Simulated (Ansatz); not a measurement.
**What SrB4 (built on the sites of a database entry of SrIn4) distorts into**

Which phase does SrB4 (built on the sites of a database entry of SrIn4) fall into along its unstable mode, and how much energy does it gain?

Method: DFT PBEsol, scalar-relativistic, plane waves, PAW, in Ansatz 0.2.0.

The structure was built from a prototype and need not be the compound's stable phase.

## 1. Starting point

It takes space group I4/mmm (No. 139, tetragonal). Conventional cell: a = 3.146 Å, b = 3.146 Å, c = 10.522 Å, α = 90.00°, β = 90.00°, γ = 90.00°. Nearest to Sr lie 16 B at 2.83 to 3.06 Å and 4 Sr at 3.15 Å. Nearest to B lie 8 B at 1.80 to 2.22 Å and 4 Sr at 3.06 Å. Nearest to B lie 8 B at 1.80 to 2.84 Å and 4 Sr at 2.83 Å. Farther neighbours are not listed.

Coordinates:

```cif
data_structure
_symmetry_space_group_name_H-M 'P 1'
_symmetry_Int_Tables_number 1
_cell_length_a 5.7120
_cell_length_b 5.7120
_cell_length_c 5.7120
_cell_angle_alpha 148.033
_cell_angle_beta 148.033
_cell_angle_gamma 45.836
_cell_volume 52.06
loop_
_atom_site_label
_atom_site_type_symbol
_atom_site_fract_x
_atom_site_fract_y
_atom_site_fract_z
_atom_site_occupancy
Sr1 Sr 0.00000 0.00000 0.00000 1
B2 B 0.25000 0.75000 0.50000 1
B3 B 0.75000 0.25000 0.50000 1
B4 B 0.33399 0.33399 0.00000 1
B5 B 0.66601 0.66601 0.00000 1
```

## 2. Response at finite wavevector

The cell comes from relaxations at this level that are not shown. Stability and thermal properties need the whole zone. Linear response on a 2×2×2 q mesh gives force constants as far as a supercell of that size would.

The input, input.yaml:

```yaml
crystal:
  lattice:
    - [-1.5728358157, 1.5728358157, 5.2610765084]
    - [1.5728358157, -1.5728358157, 5.2610765084]
    - [1.5728358157, 1.5728358157, -5.2610765084]
  atoms:
    - { symbol: Sr, position: [0.0, 0.0, 0.0] }
    - { symbol: B, position: [0.25, 0.75, 0.5] }
    - { symbol: B, position: [0.75, 0.25, 0.5] }
    - { symbol: B, position: [0.3339941831, 0.3339941831, 0.0] }
    - { symbol: B, position: [0.6660058169, 0.6660058169, 0.0] }
kpoints:
  mp_grid: { grid: [16, 16, 16] }
hamiltonian:
  xc: pbesol
scf:
  occupations: { method: methfessel_paxton, width: 0.2 }
output:
  eigenvalues: true
phonons:
  method: dfpt
  qmesh: [2, 2, 2]
  temperatures: { t_max: 1000, t_step: 50 }
  qpath:
    path:
      - [[0.0, 0.0, 0.0], [0.0, 0.0, 0.5], [0.25, 0.25, 0.25], [0.0, 0.5, 0.0], [0.0, 0.0, 0.0], [0.5, 0.5, -0.5], [0.27234383, 0.72765617, -0.27234383]]
      - [[-0.27234383, 0.27234383, 0.27234383], [0.0, 0.0, 0.0]]
      - [[0.0, 0.0, 0.5], [-0.04468765, 0.04468765, 0.5]]
      - [[0.5, 0.5, -0.04468765], [0.5, 0.5, -0.5]]
    npoints: 10
```

Started as:

```console
$ ansatz run input.yaml --threads 8 --pin off --max-ram 14336MiB --backend cpu --events-out ev --progress --plain --runs-dir out
```

Numbers of over 12 decimals in the logs are rounded to 6 here.

Log:

```text
Warning: phonons: the dynamical matrix that this run interpolates holds no multipole term above the dipole-dipole one, and a site of this crystal is no centre of inversion, so its interpolated transverse optical and acoustic branches and sound speeds can stay off near Gamma, and the density of states and the thermodynamics with them. What a run solves at a wave vector of phonons.qpoints, Gamma apart, where the deck admits one, is free of this, and under fd what a larger phonons.supercell samples
Engine: ansatz 0.2.0, aarch64-unknown-linux-gnu
Pseudopotentials: kind: paw
Pseudopotential: Sr, paw, valence charge 10, recommended cutoff 420 eV (normal), Sr.paw.azcp
Pseudopotential: B, paw, valence charge 3, recommended cutoff 420 eV (normal), B.paw.azcp
Functional definition: PBEsol
  exchange = pbesol_x
  correlation = pbesol_c
Crystal: 5 atoms, lattice volume = 52.060 Å³
Basis set: ecut = 420 eV, 1037 PW (Γ), exchange–correlation on 80×80×80 points (8 copies of the dense FFT grid, shifted against one another)
Bands: 16, of which v1, the nominal top of the filled ones, is band 11 counted from 1 (10 counted from 0)
Symmetry: 16 space group operations
k-points: 349 of 4096
Non-local potential: Sr, projectors of the file, l = 0: 3, l = 1: 2, l = 2: 2
Non-local potential: B, projectors of the file, l = 0: 2, l = 1: 2, l = 2: 1
PAW form: soft (Blöchl's): semilocal exchange-correlation on the pseudo side does not see the compensation charge
PAW frozen core: Sr, regenerated for the run's functional, and the local potential with it (the file was generated under x = pbe(κ = 0.804, μ = 0.219515), c = pbe(β = 0.066725))
PAW frozen core: B, regenerated for the run's functional, and the local potential with it (the file was generated under x = pbe(κ = 0.804, μ = 0.219515), c = pbe(β = 0.066725))
PAW one-centre angular grid: Sr, 110 points (default); XC on 64 Gauss nodes
PAW one-centre angular grid: B, 110 points (default); XC on 64 Gauss nodes
Initial density: superposition of atomic densities (neutral atoms: chi_scale 0, normalization atom), corrected by the library's trained network
Initial wavefunctions: pseudopotential atomic-orbital guess
Functional: x = pbesol(κ = 0.804, μ = 0.123457), c = pbesol(β = 0.046)
SCF iter   1: F=—  HF=-4101.566248 eV  |F-HF|=—  |Δ(HF+E_count)|=         —  Δρ=5.47e-3  dr2=1.52e-2  ethr=1.77e-3  ⟨swp⟩=7.1  Hψ=37408  notcnv=0
preconditioner: auto → Kerker (q_TF=auto, 2.363 Å⁻¹)  [metal: Δε(μ)=0.002 eV  Ē_g=12.641 eV  σ=0.200 eV  W_gap=0.01  n_scr=10 (ndim 8)  ℏωp=23.0 eV  f_vac=0.000  D(μ)=2.05/eV (n_scr^D=12)]
SCF iter   2: F=—  HF=-4101.564058 eV  |F-HF|=—  |Δ(HF+E_count)|=   2.19e-3  S|Δr|=    0.00e0  Δρ=3.13e-3  dr2=5.86e-3  ethr=6.91e-5  ⟨swp⟩=2.4  Hψ=11187  notcnv=0
SCF iter   3: F=—  HF=-4101.562783 eV  |F-HF|=—  |Δ(HF+E_count)|=   1.28e-3  S|Δr|=    0.00e0  Δρ=4.42e-4  dr2=7.84e-5  ethr=2.66e-5  ⟨swp⟩=2.5  Hψ=7882  notcnv=0
SCF iter   4: F=—  HF=-4101.562797 eV  |F-HF|=—  |Δ(HF+E_count)|=   1.43e-5  S|Δr|=    0.00e0  Δρ=1.67e-4  dr2=1.16e-5  ethr=3.57e-7  ⟨swp⟩=2.1  Hψ=7994  notcnv=0
SCF iter   5: F=—  HF=-4101.562798 eV  |F-HF|=—  |Δ(HF+E_count)|=   1.09e-6  S|Δr|=    0.00e0  Δρ=2.43e-5  dr2=3.04e-7  ethr=5.26e-8  ⟨swp⟩=2.6  Hψ=8958  notcnv=0
SCF iter   6: F=—  HF=-4101.562798 eV  |F-HF|=—  |Δ(HF+E_count)|=   5.04e-7  S|Δr|=    0.00e0  Δρ=6.02e-6  dr2=2.03e-8  ethr=1.38e-9  ⟨swp⟩=2.5  Hψ=9119  notcnv=0
SCF iter   7: F=—  HF=-4101.562798 eV  |F-HF|=—  |Δ(HF+E_count)|=   3.85e-9  S|Δr|=    0.00e0  Δρ=1.00e-6  dr2=8.02e-10  ethr=9.21e-11  ⟨swp⟩=2.7  Hψ=9340  notcnv=0
SCF iter   8: F=—  HF=-4101.562798 eV  |F-HF|=—  |Δ(HF+E_count)|=  8.19e-12  S|Δr|=    0.00e0  Δρ=2.35e-7  dr2=5.49e-11  ethr=3.64e-12  ⟨swp⟩=2.5  Hψ=9294  notcnv=0
SCF iter   9: F=-4101.562798 eV  HF=-4101.562798 eV  |F-HF|=7.28e-12  |Δ(HF+E_count)|=  9.09e-13  S|Δr|=    0.00e0  Δρ=6.47e-8  dr2=9.81e-12  ethr=1.00e-12  ⟨swp⟩=7.1  Hψ=27492  notcnv=0
the search or the solves at the SCF's close seem to have found levels that the self-consistency loop had missed (the run counts 1). By its estimate they hold under 1e-12 electrons; where the run keeps them, the occupations were computed again with them
SCF 1 converged in 9 iterations: F = -4101.562798 eV  dr2 = 9.81e-12
  greatest PAW one-centre occupation: 0.987 electrons in one spin orbital (limit 2), on the Sr atom at site 0 (counted from 0), in its partial waves of l = 0
Initial density: read from a saved state, or passed on in memory by an earlier SCF of this step, an earlier step, the calling program or the single point that the run made first
iter 1 solved again at ethr=2.45e-6 eV; its pass at ethr=3.10e-3 eV (dr2=5.40e-4 eV) is discarded
SCF iter   1: F=—  HF=-4101.562798 eV  |F-HF|=—  |Δ(HF+E_count)|=         —  Δρ=1.87e-6  dr2=1.05e-9  ethr=2.45e-6  ⟨swp⟩=3.3  Hψ=53178  notcnv=0
eigensolver tolerance schedule: the retry pair's looser diagonalisation over-reported the residual by 512821.12 of it (diagonalisation noise at an unbounded share of the residual, at the tolerance the schedule requests for it); recorded, not acted on — ethr = c·dr2/N_el stays at c = 1.0e-1
preconditioner: auto → Kerker (q_TF=auto, 2.363 Å⁻¹)  [metal: Δε(μ)=0.002 eV  Ē_g=12.649 eV  σ=0.200 eV  W_gap=0.01  n_scr=10 (ndim 8)  ℏωp=23.0 eV  f_vac=0.000  D(μ)=2.04/eV (n_scr^D=12)]
SCF iter   2: F=—  HF=-4101.562798 eV  |F-HF|=—  |Δ(HF+E_count)|=   2.42e-7  S|Δr|=    0.00e0  Δρ=8.62e-7  dr2=2.16e-10  ethr=4.78e-12  ⟨swp⟩=4.7  Hψ=17739  notcnv=0
SCF iter   3: F=—  HF=-4101.562798 eV  |F-HF|=—  |Δ(HF+E_count)|=  2.55e-11  S|Δr|=    0.00e0  Δρ=5.88e-7  dr2=9.77e-11  ethr=1.00e-12  ⟨swp⟩=1.0  Hψ=5584  notcnv=0
SCF iter   4: F=—  HF=-4101.562798 eV  |F-HF|=—  |Δ(HF+E_count)|=  2.18e-11  S|Δr|=    0.00e0  Δρ=2.80e-7  dr2=2.38e-11  ethr=1.00e-12  ⟨swp⟩=1.0  Hψ=5584  notcnv=0
SCF iter   5: F=-4101.562798 eV  HF=-4101.562798 eV  |F-HF|=2.73e-12  |Δ(HF+E_count)|=  5.46e-12  S|Δr|=    0.00e0  Δρ=1.48e-7  dr2=6.81e-12  ethr=1.00e-12  ⟨swp⟩=3.7  Hψ=18514  notcnv=0
SCF 2 converged in 5 iterations: F = -4101.562798 eV  dr2 = 6.81e-12
phonons: the bands overlap, so this run is a metal and interpolates without the dipole-dipole term. If the crystal is really an insulator or semiconductor, its LO-TO splitting is missing
NSCF: frozen V_eff on 349 k-points
WARN: eigensolver did not converge in 47 slots of this pass, the one above among them; of largest residual over every band (k=241): 1 band(s) unlocked (lowest unlocked band 15, counted from 0; max residual 8.30e-5 eV among the unlocked bands, 8.30e-5 eV over every band); of lowest unlocked band (k=8): band 15
NSCF: frozen V_eff on 621 k-points
DFPT response loops at q = (0, 0, 0) (fractional): preconditioner auto → Kerker (q_TF=auto, 2.363 Å⁻¹) (partly filled bands, converged f_vac=0.000); β = 1.00, the filter's whole step (`scf.mixing.beta` (0.50) is not read by the response loops under this deck's `scf.mixing.preconditioner`; to damp them name `kerker` or `kerker_dos`, under which they read `scf.mixing.beta`, and type it under 1.00, their step now; both keys bind the ground state too); Broyden in place of MSR1
NSCF: frozen V_eff on 2196 k-points
DFPT response loops at q = (0, 0, -0.5) (fractional): mixed as the last ones told, above
NSCF: frozen V_eff on 2196 k-points
DFPT response loops at q = (0, -0.5, 0) (fractional): mixed as the last ones told, above
NSCF: frozen V_eff on 1242 k-points
DFPT response loops at q = (-0.5, -0.5, -0.5) (fractional): mixed as the last ones told, above
SCF converged after 9 iterations
Stability not checked: this state was not tested for a lower state beside it, because cold or Methfessel-Paxton smearing, or corrected tetrahedra, fill the levels in a way that the test cannot read (fill_not_monotonic; see scf.lower_state_search)
Free energy (F): -4101.562798 eV
Harris-Foulkes:  -4101.562798 eV  (|F-HF|=7.28e-12)
Internal energy: -4101.561867 eV  (E = F + TS)
E sigma→0 (E₀):  -4101.562565 eV
Entropy (-TS):   -0.000930 eV (-0.186 meV/atom)
Fermi energy:    11.236916 eV
--- Per-component energies (eV) ---
  E_band       = -2.358244
  E_kinetic    = 441.971197
  E_local      = -563.998318  (includes V_loc(G=0)·N_el)
  E_nonlocal   = 248.815184
  E_hartree    = 119.302770
  E_xc         = -300.927321
  E_vxc        = -315.827393  (∫ρ·V_xc dr)
  E_paw        = -2945.986565  (= ΣΔE_a)
  E_vpaw       = -51.924453  (= ΣTr[D̂ρ^β])
  E_aug_tail   = -0.000014  (compensation charges beyond the density's cutoff)
  E_ewald      = -1100.931991
  E_core_change = 0.193191  (= ΣΔE_core)
  E_smearing   = -0.000930  (= −TS)
  E_closure    = -0.000000  (closes the sum)
  Σ components = -4101.562798   (vs F -4101.562798, Δ=0.00e0)
--- Band table (eV; the first three rows and the last of 349) ---
  k-point 0: bands = [... 7 lower, 6.0054, 7.3542, 11.8692, 11.8718, 12.5150, 12.9726, 12.9726, 15.4009, ... 1 higher]
  k-point 1: bands = [... 7 lower, 5.8867, 7.5343, 11.4801, 12.2398, 12.5913, 12.7185, 13.3641, 15.5361, ... 1 higher]
  k-point 2: bands = [... 7 lower, 5.6767, 8.0071, 10.7789, 11.6044, 13.0638, 13.1954, 14.1425, 15.8621, ... 1 higher]
  k-point 348: bands = [... 7 lower, 6.1467, 10.2392, 10.8688, 10.9749, 12.0865, 12.5131, 12.5131, 14.2898, ... 1 higher]
--- Phonons (Γ-DFPT): 6 representative perturbations + reference (Σ response iterations 18) ---
  ASR residual: 2.099e-5 → 0.000e0 eV/Å²; symmetrization residual: 5.684e-7 eV/Å²
  ASR residual per site (eV/Å²): 2.10e-5 9.99e-6 9.99e-6 3.74e-6 3.74e-6
  Γ frequencies (cm⁻¹): -449.69 -449.69 0.00 0.00 0.00 212.24 230.80 230.80 254.97 596.42 634.60 667.47 667.47 747.59 747.59
--- Phonons (arbitrary-q DFPT): 4 irreducible q on the 2×2×2 mesh ---
  q = [0.0000, 0.0000, 0.0000] (star 1, of the zone-centre solve; hermiticity 9.99e-8, symmetrization 9.52e-15): -449.69 -449.69 -0.00 0.00 0.00 212.24 230.80 230.80 254.97 596.42 634.60 667.47 667.47 747.59 747.59
  q = [0.0000, 0.0000, -0.5000] (star 2, 6 solved perturbations in 5157 linear systems a pass and spin channel, the states on 1098 of 4096 k-point pairs; hermiticity 2.82e-7, symmetrization 1.11e-7): 61.18 149.11 160.39 180.59 182.64 406.72 414.17 555.18 557.32 569.86 571.20 602.74 625.00 684.60 687.96
  q = [0.0000, -0.5000, 0.0000] (star 4, 9 solved perturbations on 1098 of 4096 k-point pairs; hermiticity 1.54e-6, symmetrization 7.68e-7): -275.58 -244.91 66.17 118.12 154.20 254.25 283.94 329.07 353.55 582.85 599.94 672.03 687.54 688.27 694.79
  q = [-0.5000, -0.5000, -0.5000] (star 1, 6 solved perturbations in 2910 linear systems a pass and spin channel, the states on 621 of 4096 k-point pairs; hermiticity 1.03e-7, symmetrization 7.45e-14): -459.53 -459.53 128.45 128.48 128.48 190.74 194.47 194.47 265.86 578.78 662.74 662.74 687.17 749.06 749.06
  sum rule: each row above includes the acoustic sum rule's correction from the zone centre's row sums; it moved no ω² by more than (0.50 cm⁻¹)²
  mesh force constants: q→R imaginary residual 1.35e-17; ASR residual 2.099e-5 → 0.000e0 eV/Å²; symmetrization residual 7.105e-15 eV/Å²
  interpolated dispersion: 94 rows × 15 modes
  density of states and harmonic sums: on the 20×20×28 q-mesh, interpolated from the force constants of a 2×2×2 supercell (no non-analytic term)
  largest difference from the sums on the solved wave vectors: F 4.93e-2 eV, S 5.87e-5 and C_V 2.16e-5 eV/K
  zero-point energy: 0.344946 eV/cell   skipped modes (ω ≤ 0): 4670, of them read as no rigid motion or as one in doubt: 4667 (1.757e0 modes/cell left out, lowest -459.53 cm⁻¹)   left out of the sums: 1.17e-1 of the cell's modes: C_V's classical limit lies that fraction below 3 k_B per atom; for a crystal, a wire or a layer, F and S can be off by more, and a phonons.interpolated_qmesh denser along its periods is the remedy for the sampling
```

Wall time 6.2 min (8 threads of Arm Neoverse V1, shared host); peak memory 2.5 GiB.

The column dr2 measures how far the density is from self-consistency, as an energy; F and HF (Harris–Foulkes) agree once it is small.

Numbers from this step:

```yaml
volume_per_atom: 10.41 Å³
gap_on_the_k_mesh: 0 eV
sum_rule_residual_before_enforcement: 2.10e-5 eV/Å²
lowest_frequency_on_the_path: -459.5 cm⁻¹
point_group: 4/mmm
highest_frequency_on_the_path_or_at_a_solved_wavevector: 751.9 cm⁻¹
highest_optical_mode_at_the_zone_centre_no_lo_to_term: 747.6 cm⁻¹
lowest_optical_zone_centre_mode: -449.7 cm⁻¹
lowest_mode_on_the_q_mesh_acoustic_modes_at_gamma_apart: -459.5 cm⁻¹
```

Frequencies (cm⁻¹) solved at each irreducible wavevector; negative means imaginary. Frequencies by wavevector, by row:

| q in reciprocal lattice units | star | mode 1 | mode 2 | mode 3 | mode 4 | mode 13 | mode 14 | mode 15 |
| --- | --- | --- | --- | --- | --- | --- | --- | --- |
| 0 0 0 | 1 | -449.7 | -449.7 | 0 | 0 | 667.5 | 747.6 | 747.6 |
| 0 0 -0.5 | 2 | 61.2 | 149.1 | 160.4 | 180.6 | 625 | 684.6 | 688 |
| 0 -0.5 0 | 4 | -275.6 | -244.9 | 66.2 | 118.1 | 687.5 | 688.3 | 694.8 |
| -0.5 -0.5 -0.5 | 1 | -459.5 | -459.5 | 128.4 | 128.5 | 687.2 | 749.1 | 749.1 |

Interpolated from a 2×2×2 q mesh, rough between the solved points. Phonon branches along the path, in cm⁻¹:

| point | branch 1 | branch 2 | branch 3 | branch 4 | branch 12 | branch 13 | branch 14 | branch 15 |
| --- | --- | --- | --- | --- | --- | --- | --- | --- |
| Γ | -450 | -450 | 0 | 0 | 668 | 668 | 748 | 748 |
| halfway | -252 | 102 | 107 | 131 | 668 | 684 | 707 | 723 |
| X | 61 | 149 | 160 | 181 | 603 | 625 | 685 | 688 |
| halfway | 66 | 139 | 164 | 179 | 600 | 627 | 685 | 688 |
| P | 71 | 130 | 172 | 172 | 598 | 629 | 686 | 686 |
| halfway | -105 | -102 | 116 | 148 | 640 | 661 | 695 | 697 |
| N | -276 | -245 | 66 | 118 | 672 | 688 | 688 | 695 |
| halfway | -401 | -191 | -51 | 99 | 670 | 679 | 728 | 736 |
| Γ | -450 | -450 | 0 | 0 | 668 | 668 | 748 | 748 |
| halfway | -455 | -455 | 81 | 81 | 665 | 667 | 748 | 748 |
| M | -460 | -460 | 128 | 128 | 663 | 687 | 749 | 749 |
| halfway | -415 | -251 | 87 | 116 | 667 | 672 | 732 | 747 |
| S | -290 | -230 | 76 | 118 | 664 | 685 | 698 | 698 |
| jump to S0 | -290 | -230 | 76 | 118 | 664 | 685 | 698 | 698 |
| halfway | -392 | -114 | -74 | 106 | 672 | 680 | 725 | 731 |
| Γ | -450 | -450 | 0 | 0 | 668 | 668 | 748 | 748 |
| jump to X | 61 | 149 | 160 | 181 | 603 | 625 | 685 | 688 |
| halfway | 60 | 142 | 165 | 180 | 603 | 627 | 685 | 688 |
| R | 57 | 129 | 172 | 180 | 603 | 632 | 688 | 688 |
| jump to G′ | 57 | 129 | 172 | 180 | 603 | 632 | 688 | 688 |
| halfway | -294 | -63 | 34 | 139 | 664 | 680 | 725 | 728 |
| M | -460 | -460 | 128 | 128 | 663 | 687 | 749 | 749 |

Symmetry leaves 4 wavevectors to solve. The lowest mode among them, the acoustic zeros apart, lies at q = (-0.5, -0.5, -0.5) and is imaginary, 459.5i cm⁻¹, so the energy falls along it.

## 3. The mode frozen in, largest atomic shift 0 Å

The mode followed lies at Γ with frequency 449.7i cm⁻¹ and is 2-fold degenerate, one of the unstable modes though not the softest. At small amplitude the distorted cell has space group no. 12 by a symmetry search on the positions. The undistorted cell that holds it gives the zero of energy on the same k mesh.

input.yaml, the sections that differ from step 2:

```yaml
output:
  forces: true
  stress: true
  eigenvalues: true
# crystal, kpoints, hamiltonian, scf: as in step 2
# phonons: removed
```

Log:

```text
[...]
k-point 0: bands = [... 7 lower, 6.0054, 7.3543, 11.8692, 11.8718, 12.5150, 12.9726, 12.9726, 15.4009, ... 1 higher]
  k-point 1: bands = [... 7 lower, 5.8867, 7.5344, 11.4801, 12.2398, 12.5913, 12.7185, 13.3641, 15.5361, ... 1 higher]
  k-point 2: bands = [... 7 lower, 5.6767, 8.0072, 10.7789, 11.6044, 13.0638, 13.1954, 14.1425, 15.8621, ... 1 higher]
  k-point 348: bands = [... 7 lower, 6.1467, 10.2392, 10.8688, 10.9749, 12.0865, 12.5131, 12.5132, 14.2898, ... 1 higher]
[key lines of the parts left out:]
SCF converged after 6 iterations
Free energy (F): -4101.562798 eV
Fermi energy:    11.236937 eV
P = ⅓ Tr σ = 0.0014 GPa (0.014 kbar)
```

Wall time 2.4 s (8 threads); peak memory 0.54 GiB; 17 s of CPU time.

Numbers from this step:

- pressure: 0.001444 GPa
- energy from the undistorted cell: 0 meV/atom

The run ends at a pressure of 0.00 GPa, with forces up to 5.5e-4 eV/Å.

## 4. The mode frozen in, largest atomic shift 0.22 Å

The atoms are moved along the unstable eigenvector, the largest shift by 0.22 Å, with the cell fixed.

input.yaml, the sections that differ from step 3:

```yaml
crystal:
  lattice:
    - [-1.5728358157, 1.5728358157, 5.2610765084]
    - [1.5728358157, -1.5728358157, 5.2610765084]
    - [1.5728358157, 1.5728358157, -5.2610765084]
  atoms:
    - { symbol: Sr, position: [0.0, 0.0, 0.0] }
    - { symbol: B, position: [0.25, 0.6800626302, 0.4300626302] }
    - { symbol: B, position: [0.75, 0.3199373698, 0.5699373698] }
    - { symbol: B, position: [0.3339941831, 0.2797766777, -0.0542175055] }
    - { symbol: B, position: [0.6660058169, 0.7202233223, 0.0542175055] }
# kpoints, hamiltonian, scf, output: as in step 3
```

Log:

```text
[...]
Crystal: 5 atoms, lattice volume = 52.060 Å³
Basis set: ecut = 420 eV, 1037 PW (Γ), FFT grids on a1+a3, a2+a3, a3, exchange–correlation on 48×48×80 points (8 copies of the dense FFT grid, shifted against one another)
Bands: 16, of which v1, the nominal top of the filled ones, is band 11 counted from 1 (10 counted from 0)
Symmetry: 4 space group operations
[...]
k-point 0: bands = [... 7 lower, 6.4973, 7.3591, 10.0647, 11.9090, 12.3082, 13.4312, 14.8394, 15.3199, ... 1 higher]
  k-point 1: bands = [... 7 lower, 6.2677, 7.5128, 10.2339, 11.7687, 12.5964, 13.3974, 14.7798, 15.4641, ... 1 higher]
  k-point 2: bands = [... 7 lower, 5.8697, 7.9663, 10.2749, 11.2380, 13.1940, 13.6806, 14.8816, 15.4463, ... 1 higher]
  k-point 1097: bands = [... 7 lower, 6.7079, 9.4259, 10.3483, 10.8434, 11.4929, 12.8190, 13.6981, 14.4328, ... 1 higher]
[key lines of the parts left out:]
SCF converged after 6 iterations
Free energy (F): -4102.003381 eV
Fermi energy:    11.223275 eV
P = ⅓ Tr σ = -0.1748 GPa (-1.748 kbar)
```

Elapsed: 7.1 s, on 8 threads; peak memory 0.97 GiB; 53 s of CPU time.

Numbers from this step:

```yaml
pressure: -0.1748 GPa
energy_from_the_undistorted_cell: -88.15 meV/atom
```

The energy, extrapolated to zero smearing, is -88.15 meV/atom against the undistorted cell.

The run ends at a pressure of -0.17 GPa, with forces up to 1.4 eV/Å.

## 5. Energy along the mode, all amplitudes (two of the runs are shown above)

An imaginary frequency means negative curvature, so the energy should fall and then rise again as anharmonic terms take over.

Numbers from this step:

```yaml
depth_at_the_lowest_point_sampled: 88.15 meV/atom
largest_atomic_shift_at_that_point: 0.22 Å
```

Table of energy from the parent by largest atomic shift:

| largest atomic shift (Å) | energy from the parent (meV/atom) |
| --- | --- |
| 0.000 | 0 |
| 0.040 | -4.09 |
| 0.080 | -17.6 |
| 0.140 | -50.6 |
| 0.220 | -88.2 |
| 0.320 | -85.1 |
| 0.450 | 42.2 |

Displacement at unit largest shift by atom:

| atom | x (Å) | y (Å) | z (Å) | size |
| --- | --- | --- | --- | --- |
| Sr1 | 0.00 | 0.00 | 0.00 | 0.00 |
| B2 | -1.00 | 0.00 | 0.00 | 1.00 |
| B3 | 1.00 | 0.00 | 0.00 | 1.00 |
| B4 | -0.78 | 0.00 | 0.00 | 0.78 |
| B5 | 0.78 | 0.00 | 0.00 | 0.78 |

The lowest of the steps tried is at 0.22 Å, 88.2 meV/atom below the parent; the bottom of the well need not coincide with a step.

(Part 1 of 3 ends here.)

[Logs are printed without paths, hosts, clocks, repeated set-up lines and the standing remarks that a program may print on its own settings, such as how far it seeks lower states.]

[Hosts, paths, dates, database ids (printed as entryN), source tags and the programs' standing remarks are cut or masked in the printed files.]
